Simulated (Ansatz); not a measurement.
# (GaAs)3(InP)1 [001] superlattice, started as zinc blende: the cell at rest

Task: relax (GaAs)3(InP)1 [001] superlattice, started as zinc blende tightly.

Main program and level: Ansatz 0.2.0; DFT PBEsol, scalar-relativistic, plane waves, PAW.

The structure was built from a prototype and need not be the compound's stable phase.

### Step 1. The starting structure

Symmetry: Pmm2, No. 25, orthorhombic system. Conventional cell: a = 4.034 Å, b = 4.034 Å, c = 11.410 Å, α = 90.00°, β = 90.00°, γ = 90.00°. Nearest to As lie 4 Ga at 2.47 Å. Nearest to As lie 2 Ga at 2.47 Å and 2 In at 2.47 Å. Nearest to Ga lie 2 As at 2.47 Å and 2 P at 2.47 Å. Nearest to Ga lie 4 As at 2.47 Å. Nearest to Ga lie 4 As at 2.47 Å. Farther neighbours are not listed.

### Step 2. A coarse first look

A quick single point on a coarse mesh tells whether the cell has a gap and how far it is from rest, which sets the k mesh and smearing that follow.

The input, input.yaml:

```yaml
crystal:
  lattice:
    - [2.8525, 2.8525, 0.0]
    - [-2.8525, 2.8525, 0.0]
    - [0.0, 0.0, 11.41]
  atoms:
    - { symbol: As, position: [0.5, 0.0, 0.125] }
    - { symbol: As, position: [1.0, 0.5, 0.375] }
    - { symbol: As, position: [0.5, 0.0, 0.625] }
    - { symbol: Ga, position: [0.0, 0.0, 0.0] }
    - { symbol: Ga, position: [0.5, 0.5, 0.25] }
    - { symbol: Ga, position: [0.0, 0.0, 0.5] }
    - { symbol: In, position: [0.5, 0.5, 0.75] }
    - { symbol: P, position: [1.0, 0.5, 0.875] }
kpoints:
  mp_grid: { grid: [4, 4, 2] }
hamiltonian:
  xc: pbesol
scf:
  occupations: { method: gaussian, width: 0.1 }
output:
  forces: true
  stress: true
  eigenvalues: true
```

On the command line:

```
ansatz run input.yaml --threads 4 --pin off --max-ram 14336MiB --backend cpu --events-out ev --progress --plain --runs-dir out
```

Numbers of over 12 decimals in the logs are rounded to 6 here.

Log:

```text
Engine: ansatz 0.2.0, aarch64-unknown-linux-gnu
Pseudopotentials: kind: paw
Pseudopotential: As, paw, valence charge 15, recommended cutoff 420 eV (normal), As.paw.azcp
Pseudopotential: Ga, paw, valence charge 13, recommended cutoff 420 eV (normal), Ga.paw.azcp
Pseudopotential: In, paw, valence charge 13, recommended cutoff 420 eV (normal), In.paw.azcp
[...]
k-point 0: bands = [... 47 lower, 6.2047, 7.7705, 7.7771, 7.7960, 8.1987, 9.1877, 9.4550, 9.7073, ... 6 higher]
  k-point 1: bands = [... 47 lower, 7.0773, 7.1351, 7.1606, 7.2407, 9.1973, 9.2373, 9.8022, 9.9810, ... 6 higher]
  k-point 2: bands = [... 47 lower, 6.3580, 6.4087, 6.4620, 7.5059, 9.6743, 9.8036, 9.8640, 10.4096, ... 6 higher]
  k-point 17: bands = [... 47 lower, 4.7572, 4.7594, 4.8206, 4.8410, 10.1584, 10.2345, 10.2845, 10.3158, ... 6 higher]
[key lines of the parts left out:]
SCF converged after 8 iterations
Free energy (F): -31935.914772 eV
Fermi energy:    8.003318 eV
P = ⅓ Tr σ = 0.9849 GPa (9.849 kbar)
```

Elapsed: 9.4 s, on 4 threads of Arm Neoverse N1, shared host; peak memory 0.58 GiB; 35 s of CPU time.

A gap read on the k-mesh alone can miss the band edges.

This step gave:

```yaml
pressure: 0.9849 GPa
volume_per_atom: 23.21 Å³
gap_on_the_k_mesh: 0.4027 eV
direct_gap_on_mesh: 0.4027 eV
```

The coarse mesh shows a gap of 0.40 eV and a pressure of 1.0 GPa.

### Step 3. Rough relaxation

A rough relaxation comes first, because large forces or stress need no tight tolerances yet.

input.yaml, as its differences from that of step 2:

```diff
@@ -15,3 +15,3 @@
 kpoints:
-  mp_grid: { grid: [4, 4, 2] }
+  mp_grid: { grid: [6, 6, 2] }
 hamiltonian:
@@ -24 +24,6 @@
   eigenvalues: true
+relax:
+  adjacent_minimum: "off"
+  f_tol: 0.05
+  max_steps: 80
+  cell: { stress_tol: 0.5 }
```

Log:

```text
[...]
Crystal: 8 atoms, lattice volume = 185.681 Å³
Basis set: ecut = 420 eV, 3631 PW (Γ), exchange–correlation on 54×54×160 points (8 copies of the dense FFT grid, shifted against one another)
Bands: 62, of which v1, the nominal top of the filled ones, is band 51 counted from 1 (50 counted from 0)
Symmetry: 4 space group operations
[...]
k-points: 32 of 72
[...]
- [-2.849400, 2.849400, 0]
    - [0, 0, 11.440655]
  atoms:
    - { symbol: As, position: [0.5, 0, 0.125178] }
    - { symbol: As, position: [1.000000, 0.500000, 0.370113] }
    - { symbol: As, position: [0.5, 0, 0.614054] }
    - { symbol: Ga, position: [0, 0, 0.00294287] }
    - { symbol: Ga, position: [0.5, 0.500000, 0.247792] }
    - { symbol: Ga, position: [0, 0, 0.493095] }
    - { symbol: In, position: [0.5, 0.500000, 0.756777] }
    - { symbol: P, position: [1.000000, 0.500000, 0.890049] }
[key lines of the parts left out:]
SCF converged after 4 iterations
Free energy (F): -31936.371674 eV
Fermi energy:    7.968071 eV
P = ⅓ Tr σ = 0.0011 GPa (0.011 kbar)
```

Elapsed: 92 s, on 4 threads; peak memory 0.73 GiB.

Step by step:

```tsv
step	energy less that of the first step (eV)	largest force component (eV/Å)	pressure (GPa)	volume (Å³)
1	0.0000	1.6586	0.91	185.68
2	-0.2405	0.2435	-0.55	187.81
3	-0.2509	0.0594	-0.16	186.75
4	-0.2516	0.0074	0.00	186.31
5*	-0.2518	0.0074	0.00	186.31
```

Relaxation steps marked * repeat the geometry before them on a plane-wave basis chosen anew for their cell, so energy and pressure can jump there.

Forces are held to the 4 operations that the run works with; a distortion that breaks them can't arise in this run.

```tsv
conventional cell, symmetrised	before	after	change
a (Å)	4.034	4.030	-0.1 %
b (Å)	4.034	4.041	+0.2 %
c (Å)	11.410	11.441	+0.3 %
volume (Å³/atom)	23.21	23.29	+0.3 %
```

The atoms that moved most (Å, as changes of fractional coordinates times the final cell):

```tsv
atom	dx	dy	dz	length
P8	0.000	0.000	0.172	0.172
As3	0.000	0.000	-0.125	0.125
Ga6	0.000	0.000	-0.079	0.079
In7	0.000	0.000	0.078	0.078
As2	0.000	0.000	-0.056	0.056
Ga4	0.000	0.000	0.034	0.034
Ga5	0.000	0.000	-0.025	0.025
```

This step gave:

```
pressure           : 0.001093 GPa
volume per atom    : 23.29 Å³
gap on the k-mesh  : 0.3088 eV
direct gap on mesh : 0.3088 eV
```

In this step the volume went from 23.21 to 23.29 Å³/atom.

### Step 4. Relaxation

Harmonic phonons are second derivatives at a point where the forces vanish, and they are wanted at zero stress, so atoms and cell are relaxed first.

The input, input.yaml:

```yaml
crystal:
  lattice:
    - [2.8576240311, 2.8576240311, 0.0]
    - [-2.84939992, 2.84939992, 0.0]
    - [0.0, 0.0, 11.440655191]
  atoms:
    - { symbol: As, position: [0.5, 0.0, 0.1251777644] }
    - { symbol: As, position: [1.0, 0.5, 0.3701129677] }
    - { symbol: As, position: [0.5, 0.0, 0.6140542801] }
    - { symbol: Ga, position: [0.0, 0.0, 0.0029428697] }
    - { symbol: Ga, position: [0.5, 0.5, 0.2477917586] }
    - { symbol: Ga, position: [0.0, 0.0, 0.4930952512] }
    - { symbol: In, position: [0.5, 0.5, 0.7567765879] }
    - { symbol: P, position: [1.0, 0.5, 0.8900485204] }
kpoints:
  mp_grid: { grid: [8, 8, 4] }
hamiltonian:
  xc: pbesol
scf:
  occupations: { method: gaussian, width: 0.02 }
output:
  forces: true
  stress: true
  eigenvalues: true
relax:
  adjacent_minimum: "off"
  f_tol: 0.005
  max_steps: 80
  cell: { stress_tol: 0.05 }
```

Log:

```text
[...]
Crystal: 8 atoms, lattice volume = 186.311 Å³
Basis set: ecut = 420 eV, 3663 PW (Γ), exchange–correlation on 60×54×160 points (8 copies of the dense FFT grid, shifted against one another)
Bands: 62, of which v1, the nominal top of the filled ones, is band 51 counted from 1 (50 counted from 0)
Symmetry: 4 space group operations
[...]
k-points: 75 of 256 (time reversal used)
[...]
SCF iter   1: F=—  HF=-31936.420516 eV  |F-HF|=—  |Δ(HF+E_count)|=         —  Δρ=3.89e-3  dr2=4.77e-2  ethr=1.77e-3  ⟨swp⟩=6.9  Hψ=18722  notcnv=0  defer=2
[...]
SCF iter   8: F=-31936.399811 eV  HF=-31936.399811 eV  |F-HF|=1.65e-8  |Δ(HF+E_count)|=   1.75e-7  Δρ=4.19e-6  dr2=3.74e-8  ethr=9.80e-11  ⟨swp⟩=11.3  Hψ=22898  notcnv=0
SCF 1 converged in 8 iterations: F = -31936.399811 eV  dr2 = 3.74e-8
[...]
relax step   1: F+E_penalty+E_count = -31936.39981118 eV  Δ(F+E_penalty+E_count) = +0.000e0 eV  max|allowed force component| = 7.627e-3 eV/Å  Δτ_max = 0.0000 Å  P = +0.021 GPa  Ω = 186.311 Å³  (8 SCF iters, dr2 threshold 1.00e-7 eV, accepted)
Crystal: 8 atoms, lattice volume = 186.373 Å³
Basis set: ecut = 420 eV, 3647 PW (Γ), exchange–correlation on 60×54×160 points (8 copies of the dense FFT grid, shifted against one another)
[...]
SCF iter   4: F=-31936.399940 eV  HF=-31936.399940 eV  |F-HF|=1.14e-8  |Δ(HF+E_count)|=   1.07e-7  Δρ=4.27e-6  dr2=2.34e-8  ethr=3.17e-11  ⟨swp⟩=5.9  Hψ=23706  notcnv=0
SCF 2 converged in 4 iterations: F = -31936.399940 eV  dr2 = 2.34e-8
relax step   2: F+E_penalty+E_count = -31936.39993987 eV  Δ(F+E_penalty+E_count) = -1.287e-4 eV  max|allowed force component| = 4.622e-3 eV/Å  Δτ_max = 0.0005 Å  P = -0.003 GPa  Ω = 186.373 Å³  energy of the carried Pulay correction = -1.238e-5 eV  (4 SCF iters, dr2 threshold 3.24e-8 eV, accepted)
Basis set: ecut = 420 eV, 3647 PW (Γ), exchange–correlation on 54×54×160 points (8 copies of the dense FFT grid, shifted against one another)
[...]
SCF iter   6: F=-31936.399951 eV  HF=-31936.399951 eV  |F-HF|=2.55e-11  |Δ(HF+E_count)|=  2.18e-11  Δρ=1.94e-7  dr2=4.11e-11  ethr=1.00e-12  ⟨swp⟩=5.7  Hψ=17601  notcnv=0
SCF 3 converged in 6 iterations: F = -31936.399951 eV  dr2 = 4.11e-11
relax step   3: F+E_penalty+E_count = -31936.39995148 eV  Δ(F+E_penalty+E_count) = -1.161e-5 eV  max|allowed force component| = 4.614e-3 eV/Å  Δτ_max = 0.0000 Å  P = -0.003 GPa  Ω = 186.373 Å³  stress off target by 2.08e-2 GPa  SCF on the basis re-selected at this cell (its energy is not comparable with the rows above)  (6 SCF iters)
[...]
SCF converged after 6 iterations
Free energy (F): -31936.399951 eV
[...]
Internal energy: -31936.399951 eV  (E = F + TS)
E sigma→0 (E₀):  -31936.399951 eV
Fermi energy:    7.962714 eV
[...]
--- Forces (eV/Å), atoms counted from 1 ---
  atom   1  As     0.00000000    -0.00000000     0.00142624
  atom   2  As     0.00000000    -0.00000000     0.00086476
  atom   3  As     0.00000000    -0.00000000     0.00216070
  atom   4  Ga     0.00000000     0.00000000    -0.00159339
  atom   5  Ga     0.00000000    -0.00000000    -0.00082274
  atom   6  Ga     0.00000000     0.00000000     0.00010054
  atom   7  In     0.00000000     0.00000000    -0.00461400
  atom   8  P      0.00000000    -0.00000000     0.00247828
  max |Σ_I F_I| component: 3.92e-7 eV/Å
--- Stress (GPa, compression-positive) ---
        0.005609       0.011096      -0.000000
        0.011096       0.005609       0.000000
       -0.000000       0.000000      -0.020786
  P = ⅓ Tr σ = -0.0032 GPa (-0.032 kbar)
--- Band table (eV; the first three rows and the last of 75) ---
  k-point 0: bands = [... 47 lower, 6.3702, 7.6319, 7.7131, 7.8111, 8.1144, 9.0949, 9.3323, 9.6844, ... 7 higher]
  k-point 1: bands = [... 47 lower, 6.6307, 6.7970, 7.5333, 7.6483, 8.8743, 9.0928, 9.3062, 9.7165, ... 7 higher]
  k-point 2: bands = [... 47 lower, 6.9210, 6.9852, 7.1928, 7.4061, 9.0663, 9.1829, 9.5551, 9.9179, ... 7 higher]
  k-point 74: bands = [... 47 lower, 4.7439, 4.7618, 4.7781, 4.8265, 9.9571, 10.1702, 10.2518, 10.3311, ... 7 higher]
--- Relaxed structure (2 steps of the walk, 2 accepted, 1 SCFs on fresh bases) ---
[...]
cell:  # Å, volume = 186.3732 Å³
    - [2.855116, 2.855116, 0]
    - [-2.846839, 2.846839, 0]
    - [0, 0.0, 11.464806]
  atoms:
    - { symbol: As, position: [0.500000, 0, 0.125196] }
    - { symbol: As, position: [1.000000, 0.5, 0.370124] }
    - { symbol: As, position: [0.500000, 0, 0.614082] }
    - { symbol: Ga, position: [0, 0, 0.00291385] }
    - { symbol: Ga, position: [0.500000, 0.5, 0.247754] }
    - { symbol: Ga, position: [0, 0, 0.493055] }
    - { symbol: In, position: [0.500000, 0.5, 0.756821] }
    - { symbol: P, position: [1.000000, 0.5, 0.890053] }
```

It took 2.3 min on 4 threads; peak memory 1 GiB; 9.1 min of CPU time.

Step by step:

```tsv
step	energy less that of the first step (eV)	largest force component (eV/Å)	pressure (GPa)	volume (Å³)
1	0.0000	0.0076	0.02	186.31
2	-0.0001	0.0046	0.00	186.37
3*	-0.0001	0.0046	0.00	186.37
```

Relaxation steps marked * repeat the geometry before them on a plane-wave basis chosen anew for their cell, so energy and pressure can jump there.

Forces are held to the 4 operations that the run works with; a distortion that breaks them can't arise in this run.

```tsv
conventional cell, symmetrised	before	after	change
a (Å)	4.030	4.026	-0.1 %
b (Å)	4.041	4.038	-0.1 %
c (Å)	11.441	11.465	+0.2 %
volume (Å³/atom)	23.29	23.30	+0.0 %
```

Final coordinates:

```cif
data_structure
_symmetry_space_group_name_H-M 'P 1'
_symmetry_Int_Tables_number 1
_cell_length_a 4.0377
_cell_length_b 4.0260
_cell_length_c 11.4648
_cell_angle_alpha 90.000
_cell_angle_beta 90.000
_cell_angle_gamma 90.000
_cell_volume 186.37
loop_
_atom_site_label
_atom_site_type_symbol
_atom_site_fract_x
_atom_site_fract_y
_atom_site_fract_z
_atom_site_occupancy
As1 As 0.50000 0.00000 0.12520 1
As2 As 0.00000 0.50000 0.37012 1
As3 As 0.50000 0.00000 0.61408 1
Ga4 Ga 0.00000 0.00000 0.00291 1
Ga5 Ga 0.50000 0.50000 0.24775 1
Ga6 Ga 0.00000 0.00000 0.49306 1
In7 In 0.50000 0.50000 0.75682 1
P8 P 0.00000 0.50000 0.89005 1
```

Numbers from this step:

| Quantity | Value |
| --- | --- |
| pressure | -0.003189 GPa |
| gap on the k-mesh | 0.3033 eV |
| volume per atom | 23.30 Å³ |
| direct gap on mesh | 0.3033 eV |

In this step the volume went from 23.29 to 23.30 Å³/atom.

### Step 5. Relaxing to small forces for the phonons

Phonons need a cell at rest on their own settings, so the relaxation is repeated with tight tolerances on forces and stress, using the mesh and the filling of the phonon run that follows.

The input, input.yaml:

```yaml
crystal:
  lattice:
    - [2.855116091, 2.855116091, 0.0]
    - [-2.8468388251, 2.8468388251, 0.0]
    - [0.0, 0.0, 11.4648058898]
  atoms:
    - { symbol: As, position: [0.5, 0.0, 0.1251964553] }
    - { symbol: As, position: [1.0, 0.5, 0.3701243023] }
    - { symbol: As, position: [0.5, 0.0, 0.6140823435] }
    - { symbol: Ga, position: [0.0, 0.0, 0.0029138459] }
    - { symbol: Ga, position: [0.5, 0.5, 0.2477542185] }
    - { symbol: Ga, position: [0.0, 0.0, 0.4930554242] }
    - { symbol: In, position: [0.5, 0.5, 0.7568208742] }
    - { symbol: P, position: [1.0, 0.5, 0.8900525361] }
kpoints:
  mp_grid: { grid: [8, 8, 4] }
hamiltonian:
  xc: pbesol
scf:
  occupations: { method: fixed }
output:
  forces: true
  stress: true
  eigenvalues: true
relax:
  adjacent_minimum: "off"
  f_tol: 0.001
  max_steps: 60
  cell: { stress_tol: 0.01 }
```

Log:

```text
[...]
Crystal: 8 atoms, lattice volume = 186.373 Å³
Basis set: ecut = 420 eV, 3647 PW (Γ), exchange–correlation on 54×54×160 points (8 copies of the dense FFT grid, shifted against one another)
Bands: 62, of which v1, the nominal top of the filled ones, is band 51 counted from 1 (50 counted from 0)
Symmetry: 4 space group operations
[...]
k-points: 75 of 256 (time reversal used)
[...]
- [5.500409756606633e-19, 0, 11.460936]
  atoms:
    - { symbol: As, position: [0.5, 0, 0.125201] }
    - { symbol: As, position: [1.000000, 0.5, 0.370131] }
    - { symbol: As, position: [0.5, 0, 0.614084] }
    - { symbol: Ga, position: [0, 0, 0.00290831] }
    - { symbol: Ga, position: [0.500000, 0.500000, 0.247759] }
    - { symbol: Ga, position: [0, 0, 0.493063] }
    - { symbol: In, position: [0.500000, 0.500000, 0.756799] }
    - { symbol: P, position: [1.000000, 0.5, 0.890054] }
[key lines of the parts left out:]
SCF converged after 6 iterations
Free energy (F): -31936.399957 eV
Fermi energy:    7.810517 eV
P = ⅓ Tr σ = -0.0001 GPa (-0.001 kbar)
```

The job ended after 3 min (4 threads; peak memory 1 GiB).

Little changed from the start: no atom moved by 0.005 Å and no cell edge by 0.1 %.

This step gave:

* pressure: -6.03e-5 GPa
* gap on the k-mesh: 0.3046 eV
* direct gap on mesh: 0.3046 eV

The largest force component left is 0.23 meV/Å and the pressure is 0.000 GPa, within the tolerances set. The cell now holds 23.30 Å³/atom.

### Step 6. Summary of results

- space group after relaxation (within 0.01 Å): Pmm2
- lattice constant a: 4.026 Å
- lattice constant b: 4.039 Å
- lattice constant c: 11.461 Å
- volume per atom: 23.3 Å³
- gap on the k-mesh: 0.305 eV

In words: The largest force component left is 0.23 meV/Å and the pressure is 0.000 GPa, within the tolerances set. The cell now holds 23.30 Å³/atom. The relaxation keeps the symmetry of its start, so it says nothing on stability against lower symmetry. The starting cell was built on a prototype and not taken from a measurement, so the phase need not exist.

[Logs are printed without paths, hosts, clocks, repeated set-up lines and the standing remarks that a program may print on its own settings, such as how far it seeks lower states.]

[Hosts, paths, dates, database ids (printed as entryN), source tags and the programs' standing remarks are cut or masked in the printed files.]
